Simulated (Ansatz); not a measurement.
**BiN (hypothetical, F-43m): a volume series of phonon spectra**

Wanted: mode Grüneisen parameters of BiN (hypothetical) and a free-energy fit over volumes. The crystal structure is hypothetical: it was made by swapping elements on a known structure type.

Program: Ansatz 0.2.0. Level of theory: DFT PBE, scalar-relativistic, plane waves, PAW. Results are calculated unless marked as measured.

### Step 1. The starting structure

Symmetry: F-43m, No. 216, cubic system. The conventional cell has a = 5.665 Å, b = 5.665 Å, c = 5.665 Å, α = 90.00°, β = 90.00°, γ = 90.00°. Nearest to Bi lie 4 N at 2.45 Å. N has 4 Bi at 2.45 Å nearest. Farther neighbours and most contacts between anions are not listed.

### Step 2. A first coarse run

A cheap single point shows whether the cell is a metal or an insulator and how far it is from rest; that sets the k-mesh and the occupations of what follows.

Contents of input.yaml:

```yaml
crystal:
  lattice:
    - [0.0, 2.8327, 2.8327]
    - [2.8327, 0.0, 2.8327]
    - [2.8327, 2.8327, 0.0]
  atoms:
    - { symbol: Bi, position: [0.0, 0.0, 0.0] }
    - { symbol: "N", position: [0.25, 0.25, 0.25] }
kpoints:
  mp_grid: { grid: [6, 6, 6] }
hamiltonian:
  xc: pbe
scf:
  occupations: { method: gaussian, width: 0.1 }
output:
  forces: true
  stress: true
  eigenvalues: true
```

Started as:

```bash
$ ansatz run input.yaml --threads 4 --pin off --max-ram 8192MiB --backend cpu --events-out ev --progress --plain --runs-dir out
```

Numbers of over 12 decimals in the logs are rounded to 6 here.

The program printed:

```text
Engine: ansatz 0.2.0, aarch64-unknown-linux-gnu
Pseudopotentials: kind: paw
Pseudopotential: Bi, paw, valence charge 15, recommended cutoff 420 eV (normal), Bi.paw.azcp
Pseudopotential: N, paw, valence charge 5, recommended cutoff 420 eV (normal), N.paw.azcp
Functional definition: PBE
  parameter kappa = 0.804
  parameter beta = 0.066725
  exchange = pbe_x(kappa = kappa, mu = beta*pi^2/3)
  correlation = pbe_c(beta = beta)
Crystal: 2 atoms, lattice volume = 45.460 Å³
Basis set: ecut = 420 eV, 893 PW (Γ), exchange–correlation on 54×54×54 points (8 copies of the dense FFT grid, shifted against one another)
Bands: 14, of which v1, the nominal top of the filled ones, is band 10 counted from 1 (9 counted from 0)
Symmetry: 24 space group operations
Space group: F-43m (ITA 216), of the structure as read, at distance tolerance 3.6e-5 Å
k-points: 16 of 216 (time reversal used)
Non-local potential: Bi, projectors of the file, l = 0: 2, l = 1: 2, l = 2: 2, l = 3: 2
Non-local potential: N, projectors of the file, l = 0: 2, l = 1: 2, l = 2: 1
PAW form: soft (Blöchl's): semilocal exchange-correlation on the pseudo side does not see the compensation charge
PAW one-centre angular grid: Bi, 590 points (default); XC on 64 Gauss nodes
PAW one-centre angular grid: N, 110 points (default); XC on 64 Gauss nodes
Initial density: superposition of atomic densities (neutral atoms: chi_scale 0, normalization atom), corrected by the library's trained network
Initial wavefunctions: pseudopotential atomic-orbital guess
Functional: x = pbe(κ = 0.804, μ = 0.219515), c = pbe(β = 0.066725)
SCF iter   1: F=—  HF=-12778.808030 eV  |F-HF|=—  |Δ(HF+E_count)|=         —  Δρ=4.61e-3  dr2=1.39e-2  ethr=1.77e-3  ⟨swp⟩=5.7  Hψ=1206  notcnv=0
preconditioner: auto → none  [insulator: Δε(μ)=0.287 eV  Ē_g=18.760 eV  σ=0.100 eV  W_gap=0.75  n_scr=14 (ndim 8)  ℏωp=24.6 eV  f_vac=0.023  D(μ)=0.50/eV (n_scr^D=0)  ε∞_Penn≈2.7]
SCF iter   2: F=—  HF=-12778.811708 eV  |F-HF|=—  |Δ(HF+E_count)|=   3.68e-3  Δρ=7.98e-3  dr2=3.95e-2  ethr=6.96e-5  ⟨swp⟩=2.0  Hψ=464  notcnv=0
SCF iter   3: F=—  HF=-12778.805011 eV  |F-HF|=—  |Δ(HF+E_count)|=   6.70e-3  Δρ=6.58e-4  dr2=1.41e-4  ethr=6.96e-5  ⟨swp⟩=2.0  Hψ=297  notcnv=0
SCF iter   4: F=—  HF=-12778.805173 eV  |F-HF|=—  |Δ(HF+E_count)|=   1.61e-4  Δρ=4.13e-4  dr2=1.03e-4  ethr=7.03e-7  ⟨swp⟩=2.0  Hψ=386  notcnv=0
SCF iter   5: F=—  HF=-12778.805143 eV  |F-HF|=—  |Δ(HF+E_count)|=   2.92e-5  Δρ=1.76e-4  dr2=1.97e-5  ethr=5.15e-7  ⟨swp⟩=2.0  Hψ=366  notcnv=0
SCF iter   6: F=—  HF=-12778.805119 eV  |F-HF|=—  |Δ(HF+E_count)|=   2.48e-5  Δρ=1.05e-5  dr2=6.33e-8  ethr=5.00e-10  ⟨swp⟩=4.6  Hψ=1209  notcnv=0
SCF iter   7: F=-12778.805119 eV  HF=-12778.805119 eV  |F-HF|=2.63e-9  |Δ(HF+E_count)|=   5.78e-9  Δρ=2.09e-6  dr2=2.90e-9  ethr=3.16e-10  ⟨swp⟩=3.3  Hψ=918  notcnv=0
SCF 1 converged in 7 iterations: F = -12778.805119 eV  dr2 = 2.90e-9
  greatest PAW one-centre occupation: 0.989 electrons in one spin orbital (limit 2), on the Bi atom at site 0 (counted from 0), in its partial waves of l = 2
SCF converged after 7 iterations
Free energy (F): -12778.805119 eV
Harris-Foulkes:  -12778.805119 eV  (|F-HF|=2.63e-9)
Internal energy: -12778.802580 eV  (E = F + TS)
E sigma→0 (E₀):  -12778.803849 eV
Entropy (-TS):   -0.002538 eV (-1.269 meV/atom)
Fermi energy:    8.726753 eV
--- Per-component energies (eV) ---
  E_band       = -119.129667
  E_kinetic    = 424.700128
  E_local      = -1776.820365  (includes V_loc(G=0)·N_el)
  E_nonlocal   = 608.425348
  E_hartree    = 573.556001
  E_xc         = -210.072998
  E_vxc        = -218.595938  (∫ρ·V_xc dr)
  E_paw        = -10789.062630  (= ΣΔE_a)
  E_vpaw       = -303.950834  (= ΣTr[D̂ρ^β])
  E_aug_tail   = -0.000391  (compensation charges beyond the density's cutoff)
  E_ewald      = -1609.527673
  E_smearing   = -0.002538  (= −TS)
  E_closure    = -0.000000  (closes the sum)
  Σ components = -12778.805119   (vs F -12778.805119, Δ=0.00e0)
--- Forces (eV/Å), atoms counted from 1 ---
  atom   1  Bi    -0.00000000    -0.00000000     0.00000000
  atom   2  N      0.00000000    -0.00000000    -0.00000000
  max |Σ_I F_I| component: 5.92e-16 eV/Å
--- Stress (GPa, compression-positive) ---
       -4.488949       0.000000       0.000000
        0.000000      -4.488949       0.000000
        0.000000       0.000000      -4.488949
  P = ⅓ Tr σ = -4.4889 GPa (-44.889 kbar)
--- Band table (eV; the first three rows and the last of 16) ---
  k-point 0: bands = [... 6 lower, 1.2286, 6.8179, 6.8179, 6.8179, 11.4652, 11.4652, 11.4652, 14.6372]
  k-point 1: bands = [... 6 lower, 0.6816, 6.5937, 6.5937, 6.6461, 10.7909, 11.7356, 11.7356, 16.1852]
  k-point 2: bands = [... 6 lower, -0.5442, 6.0825, 6.2159, 6.2159, 11.0572, 12.0887, 12.0887, 16.2405]
  k-point 15: bands = [... 6 lower, -1.9136, 4.4759, 4.6244, 8.7741, 9.4166, 12.0783, 13.7483, 15.1059]
```

The job ended after 2.4 s (4 threads of Arm Neoverse V1, shared host; peak memory 0.28 GiB; 1.9 s of CPU time).

In the SCF lines HF is the Harris–Foulkes energy and dr2 the Hartree energy of the density residual, in eV; the loop may stop once dr2 is under the threshold and the program's other checks hold. Hψ counts applications of the Hamiltonian.

Numbers from this step:

| Quantity | Value |
| --- | --- |
| pressure | -4.489 GPa |
| volume per atom | 22.73 Å³ |
| gap on the k-mesh | 0 eV |

The start is under -4.5 GPa at this level and looks like a metal on this mesh.

### Step 3. Relaxation

The vibrations must be taken about the equilibrium of this functional, not about the starting cell, so the structure is relaxed.

input.yaml, the sections that differ from step 2:

```yaml
kpoints:
  mp_grid: { grid: [14, 14, 14] }
output:
  forces: true
  stress: true
  eigenvalues: true
  write_density: true
  write_potential: true
  elf: true
  volumetric_format: npy
relax:
  adjacent_minimum: "off"
  f_tol: 0.005
  max_steps: 80
  cell: { stress_tol: 0.05 }
# crystal, hamiltonian, scf: as in step 2
```

The program printed:

```text
[...]
Crystal: 2 atoms, lattice volume = 45.460 Å³
Basis set: ecut = 420 eV, 893 PW (Γ), exchange–correlation on 54×54×54 points (8 copies of the dense FFT grid, shifted against one another)
Bands: 14, of which v1, the nominal top of the filled ones, is band 10 counted from 1 (9 counted from 0)
Symmetry: 24 space group operations
[...]
k-points: 104 of 2744 (time reversal used)
[...]
SCF iter   1: F=—  HF=-12778.799429 eV  |F-HF|=—  |Δ(HF+E_count)|=         —  Δρ=4.14e-3  dr2=1.11e-2  ethr=1.77e-3  ⟨swp⟩=5.7  Hψ=7810  notcnv=0
[...]
SCF iter   9: F=-12778.797008 eV  HF=-12778.797008 eV  |F-HF|=2.02e-9  |Δ(HF+E_count)|=   3.34e-8  Δρ=1.93e-6  dr2=2.33e-9  ethr=5.00e-10  ⟨swp⟩=8.7  Hψ=8738  notcnv=0
SCF 1 converged in 9 iterations: F = -12778.797008 eV  dr2 = 2.33e-9
[...]
relax step   1: F+E_penalty+E_count = -12778.79700792 eV  Δ(F+E_penalty+E_count) = +0.000e0 eV  max|allowed force component| = 1.406e-15 eV/Å  Δτ_max = 0.0000 Å  P = -4.463 GPa  Ω = 45.460 Å³  (9 SCF iters, dr2 threshold 1.00e-7 eV, accepted)
Crystal: 2 atoms, lattice volume = 40.625 Å³
Basis set: ecut = 420 eV, 821 PW (Γ), exchange–correlation on 54×54×54 points (8 copies of the dense FFT grid, shifted against one another)
[...]
iter 1 solved again at ethr=5.49e-4 eV; its pass at ethr=3.10e-3 eV (dr2=1.10e-1 eV) is discarded
[...]
SCF iter   7: F=-12778.808898 eV  HF=-12778.808898 eV  |F-HF|=1.04e-8  |Δ(HF+E_count)|=   1.18e-7  Δρ=6.26e-6  dr2=1.61e-8  ethr=1.00e-9  ⟨swp⟩=11.4  Hψ=11935  notcnv=0
SCF 2 converged in 7 iterations: F = -12778.808898 eV  dr2 = 1.61e-8
relax step   2: F+E_penalty+E_count = -12778.80889781 eV  Δ(F+E_penalty+E_count) = -1.189e-2 eV  max|allowed force component| = 1.110e-15 eV/Å  Δτ_max = 0.0000 Å  P = +5.003 GPa  Ω = 40.625 Å³  energy of the carried Pulay correction = +6.624e-3 eV  (7 SCF iters, dr2 threshold 2.00e-7 eV, accepted)
Crystal: 2 atoms, lattice volume = 43.044 Å³
Basis set: ecut = 420 eV, 869 PW (Γ), exchange–correlation on 54×54×54 points (8 copies of the dense FFT grid, shifted against one another)
[...]
SCF iter   6: F=-12778.838320 eV  HF=-12778.838319 eV  |F-HF|=3.49e-7  |Δ(HF+E_count)|=   5.92e-6  Δρ=1.60e-5  dr2=1.44e-7  ethr=1.00e-9  ⟨swp⟩=9.1  Hψ=12322  notcnv=0
SCF 3 converged in 6 iterations: F = -12778.838320 eV  dr2 = 1.44e-7
relax step   3: F+E_penalty+E_count = -12778.83831978 eV  Δ(F+E_penalty+E_count) = -2.942e-2 eV  max|allowed force component| = 1.480e-15 eV/Å  Δτ_max = 0.0000 Å  P = -0.399 GPa  Ω = 43.044 Å³  energy of the carried Pulay correction = +3.219e-3 eV  (6 SCF iters, dr2 threshold 2.00e-7 eV, accepted)
[...]
relax step   4: F+E_penalty+E_count = -12778.83883269 eV  Δ(F+E_penalty+E_count) = -5.129e-4 eV  max|allowed force component| = 1.184e-15 eV/Å  Δτ_max = 0.0000 Å  P = -0.031 GPa  Ω = 42.856 Å³  energy of the carried Pulay correction = +3.477e-3 eV  (5 SCF iters, dr2 threshold 2.00e-7 eV, accepted)
[...]
relax step   5: F+E_penalty+E_count = -12778.83610245 eV  Δ(F+E_penalty+E_count) = +2.730e-3 eV  max|allowed force component| = 1.406e-15 eV/Å  Δτ_max = 0.0000 Å  P = -0.118 GPa  Ω = 42.856 Å³  stress off target by 1.18e-1 GPa  SCF on the basis re-selected at this cell (its energy is not comparable with the rows above)  (7 SCF iters)
[...]
relax step   6: F+E_penalty+E_count = -12778.83620594 eV  Δ(F+E_penalty+E_count) = -1.035e-4 eV  max|allowed force component| = 1.332e-15 eV/Å  Δτ_max = 0.0000 Å  P = -0.003 GPa  Ω = 42.797 Å³  energy of the carried Pulay correction = +8.131e-5 eV  (4 SCF iters, dr2 threshold 3.51e-8 eV, accepted)
[...]
SCF iter   1: F=—  HF=-12778.836090 eV  |F-HF|=—  |Δ(HF+E_count)|=         —  Δρ=7.88e-6  dr2=2.14e-8  ethr=8.67e-7  ⟨swp⟩=3.2  Hψ=11225  notcnv=0
eigensolver tolerance schedule: the retry pair's looser diagonalisation over-reported the residual by 8083.85 of it (diagonalisation noise at an unbounded share of the residual, at the tolerance the schedule requests for it); recorded, not acted on — ethr = c·dr2/N_el stays at c = 1.0e-1
[...]
SCF iter   2: F=—  HF=-12778.836104 eV  |F-HF|=—  |Δ(HF+E_count)|=   1.43e-5  Δρ=5.67e-6  dr2=1.86e-8  ethr=1.07e-10  ⟨swp⟩=3.0  Hψ=3367  notcnv=0
[...]
SCF iter   6: F=-12778.836104 eV  HF=-12778.836104 eV  |F-HF|=3.64e-12  |Δ(HF+E_count)|=  3.82e-11  Δρ=1.36e-7  dr2=6.31e-12  ethr=1.00e-12  ⟨swp⟩=5.3  Hψ=7917  notcnv=0
SCF 7 converged in 6 iterations: F = -12778.836104 eV  dr2 = 6.31e-12
relax step   7: F+E_penalty+E_count = -12778.83610427 eV  Δ(F+E_penalty+E_count) = +1.017e-4 eV  max|allowed force component| = 1.332e-15 eV/Å  Δτ_max = 0.0000 Å  P = -0.005 GPa  Ω = 42.797 Å³  stress off target by 4.65e-3 GPa  SCF on the basis re-selected at this cell (its energy is not comparable with the rows above)  (6 SCF iters)
[...]
SCF converged after 6 iterations
Free energy (F): -12778.836104 eV
[...]
Internal energy: -12778.832948 eV  (E = F + TS)
E sigma→0 (E₀):  -12778.834526 eV
Entropy (-TS):   -0.003156 eV (-1.578 meV/atom)
Fermi energy:    9.567305 eV
[...]
--- Stress (GPa, compression-positive) ---
       -0.004650       0.000000       0.000000
       -0.000000      -0.004650       0.000000
       -0.000000       0.000000      -0.004650
  P = ⅓ Tr σ = -0.0047 GPa (-0.047 kbar)
--- Band table (eV; the first three rows and the last of 104) ---
  k-point 0: bands = [... 6 lower, 2.3339, 7.5283, 7.5283, 7.5283, 12.5056, 12.5056, 12.5056, 15.7675]
  k-point 1: bands = [... 6 lower, 2.2112, 7.4787, 7.4787, 7.5142, 12.2370, 12.5678, 12.5678, 16.2507]
  k-point 2: bands = [... 6 lower, 1.8624, 7.3469, 7.3469, 7.4405, 11.8404, 12.7269, 12.7269, 17.1370]
  k-point 103: bands = [... 6 lower, -1.1658, 4.9160, 5.1028, 9.8257, 11.0529, 12.3180, 14.8632, 16.3100]
--- Relaxed structure (5 steps of the walk, 5 accepted, 2 SCFs on fresh bases) ---
  F+E_penalty+E_count = -12778.83610427 eV   max|allowed force component| = 1.332e-15 eV/Å   (the final SCF, on the basis selected at the relaxed cell)
  cell:  # Å, volume = 42.7974 Å³
    - [0, 2.776274, 2.776274]
    - [2.776274, 0, 2.776274]
    - [2.776274, 2.776274, 0]
  atoms:
    - { symbol: Bi, position: [0, 0, 0] }
    - { symbol: N, position: [0.25, 0.25, 0.25] }
```

Wall time 14 s (4 threads); peak memory 0.41 GiB.

The steps of the relaxation:

```tsv
step	energy less that of the first step (eV)	largest force component (eV/Å)	pressure (GPa)	volume (Å³)
1	0.0000	0.0000	-4.46	45.46
2	-0.0119	0.0000	5.00	40.62
3	-0.0413	0.0000	-0.40	43.04
4	-0.0418	0.0000	-0.03	42.86
5*	-0.0391	0.0000	-0.12	42.86
6	-0.0392	0.0000	0.00	42.80
7*	-0.0391	0.0000	0.00	42.80
```

Relaxation steps marked * repeat the geometry before them on a plane-wave basis chosen anew for their cell, so energy and pressure can jump there.

The run keeps the 24 symmetry operations that it works with, so distortions that break them were not tested.

```tsv
conventional cell, symmetrised	before	after	change
a (Å)	5.665	5.553	-2.0 %
b (Å)	5.665	5.553	-2.0 %
c (Å)	5.665	5.553	-2.0 %
volume (Å³/atom)	22.73	21.40	-5.9 %
```

The relaxed structure:

```cif
data_structure
_symmetry_space_group_name_H-M 'P 1'
_symmetry_Int_Tables_number 1
_cell_length_a 3.9262
_cell_length_b 3.9262
_cell_length_c 3.9262
_cell_angle_alpha 60.000
_cell_angle_beta 60.000
_cell_angle_gamma 60.000
_cell_volume 42.80
loop_
_atom_site_label
_atom_site_type_symbol
_atom_site_fract_x
_atom_site_fract_y
_atom_site_fract_z
_atom_site_occupancy
Bi1 Bi 0.00000 0.00000 0.00000 1
N2 N 0.25000 0.25000 0.25000 1
```

Numbers from this step:

- pressure: -0.004650 GPa
- volume per atom: 21.40 Å³

Valence density in the ac plane of a cell with a along [110], b along [-110] and c along [001] of the cube at fractional y = 0.500, with atoms of Bi and N within 0.2 Å of it. It is the smooth field of the valence electrons, not physical close to the nuclei.

Ten even steps from '0' (0.0 e/Å³) to '9' (7.5 e/Å³), each cell a mean:
```
0000000000000000000000
0000000000000000000000
0000000000000000000000
0000000000000000000000
0000000000000000000000
0000243100000002431000
0001587300000015873000
0002698410000026984100
0001465200000014652000
2100121000121001210001
4200000001342000000013
4200000001442000000014
2100000000121000000001
0000000000000000000000
0000000000000000000000
```
Columns run along a (7.9 Å), rows up along c (5.6 Å), edges of the conventional cell, whose origin can differ from the input's. Atoms in or near the plane, at fractional coordinates: Bi at (0.75, 0.50), Bi at (0.25, 0.50), N at (0.50, 0.25), N at (0.00, 0.25).

ELF in the ac plane of a cell with a along [110], b along [-110] and c along [001] of the cube at fractional y = 0.500, with atoms of Bi and N within 0.2 Å of it. It is the smooth field of the valence electrons, not physical close to the nuclei.

Ten even steps from '_' (0.01) to '@' (0.79), each cell a mean:
```
....________________......________________..
____________________________________________
__________....__________________....________
____..::::----::..________..::::----::..____
__..--==++++++==--::____..--==++++++==--::__
__::==++++====++++--..__::==++++====++++--..
..::==++--..::==++--....::==++--..::==++--..
----====::::..====--------====::::..====----
##**--==--::--==--==####**--==--::--==--==##
@@@@**--==++++====%%@@@@@@**--==++++====%%@@
++@@%%==--==----**@@##++@@%%==--==----**@@##
++@@@@==::::::--##@@##++@@@@==::::::--##@@##
@@@@##--..____::**@@@@@@@@##--..____::**@@@@
%%##==::______..--**##%%##==::______..--**##
--::..__________..::----::..__________..::--
```
Columns run along a (7.9 Å), rows up along c (5.6 Å), edges of the conventional cell, whose origin can differ from the input's. Atoms in or near the plane, at fractional coordinates: Bi at (0.75, 0.50), Bi at (0.25, 0.50), N at (0.50, 0.25), N at (0.00, 0.25).

Electrostatic potential energy in the ac plane of a cell with a along [110], b along [-110] and c along [001] of the cube at fractional y = 0.500, with atoms of Bi and N within 0.2 Å of it. With pseudopotentials it is smooth inside the atoms' cores, unlike the true potential.

Ten even steps from '0' (-80 eV) to '9' (13 eV), each cell a mean:
```
9999999999999999999999
9999999999999999999999
9999999999999999999999
9999999999999999999999
9999878899999998788999
9997534689999975346899
9986100379999861003799
9985000279999850002799
9996201589999962015899
6898756899768987568997
2599988997325999889973
2599999997325999999973
6899999999768999999997
9999999999999999999999
9999999999999999999999
```
Columns run along a (7.9 Å; values clipped at the 3rd and 97th percentile), rows up along c (5.6 Å), edges of the conventional cell, whose origin can differ from the input's. Atoms in or near the plane, at fractional coordinates: Bi at (0.75, 0.50), Bi at (0.25, 0.50), N at (0.50, 0.25), N at (0.00, 0.25).

The relaxation ends with a pressure of 0.00 GPa.

### Step 4. Tight relaxation

The relaxation is repeated with tighter thresholds on force and stress, since phonons are sensitive to what is left; a change of mesh or smearing in the input moves the cell too.

Contents of input.yaml:

```yaml
crystal:
  lattice:
    - [0.0, 2.7762739454, 2.7762739454]
    - [2.7762739454, 0.0, 2.7762739454]
    - [2.7762739454, 2.7762739454, 0.0]
  atoms:
    - { symbol: Bi, position: [0.0, 0.0, 0.0] }
    - { symbol: "N", position: [0.25, 0.25, 0.25] }
kpoints:
  mp_grid: { grid: [16, 16, 16] }
hamiltonian:
  xc: pbe
scf:
  occupations: { method: methfessel_paxton, width: 0.2 }
output:
  forces: true
  stress: true
  eigenvalues: true
relax:
  adjacent_minimum: "off"
  f_tol: 0.001
  max_steps: 60
  cell: { stress_tol: 0.01 }
```

The program printed:

```text
[...]
Crystal: 2 atoms, lattice volume = 42.797 Å³
Basis set: ecut = 420 eV, 869 PW (Γ), exchange–correlation on 54×54×54 points (8 copies of the dense FFT grid, shifted against one another)
Bands: 14, of which v1, the nominal top of the filled ones, is band 10 counted from 1 (9 counted from 0)
Symmetry: 24 space group operations
[...]
k-points: 145 of 4096 (time reversal used)
[...]
k-point 144: bands = [... 6 lower, -1.1638, 4.8912, 5.0838, 9.8555, 11.5529, 11.8041, 14.8606, 16.3743]
--- Relaxed structure (1 steps of the walk, 1 accepted, 1 SCFs on fresh bases) ---
[...]
cell:  # Å, volume = 42.7974 Å³
    - [0.0, 2.7762739454, 2.7762739454]
    - [2.7762739454, 0.0, 2.7762739454]
    - [2.7762739454, 2.7762739454, 0.0]
  atoms:
    - { symbol: Bi, position: [0.0, 0.0, 0.0] }
    - { symbol: N, position: [0.250000, 0.250000, 0.250000] }
[key lines of the parts left out:]
SCF converged after 7 iterations
Free energy (F): -12778.832828 eV
Fermi energy:    9.552124 eV
P = ⅓ Tr σ = -0.0006 GPa (-0.006 kbar)
```

The job ended after 5.4 s (4 threads; peak memory 0.42 GiB; 21 s of CPU time).

Little changed from the start: no atom moved by 0.005 Å and no cell edge by 0.1 %.

This step gave:

| Item | Value |
| --- | --- |
| pressure | -5.88e-4 GPa |

The residual pressure is -5.9e-4 GPa, small enough for phonons.

(Continued in part 2 of 3.)

[Logs are printed without paths, hosts, clocks, repeated set-up lines and the standing remarks that a program may print on its own settings, such as how far it seeks lower states.]

[Hosts, paths, dates, database ids (printed as entryN), source tags and the programs' standing remarks are cut or masked in the printed files.]

[A step with changed settings may run another functional than the one named; its input shows which.]


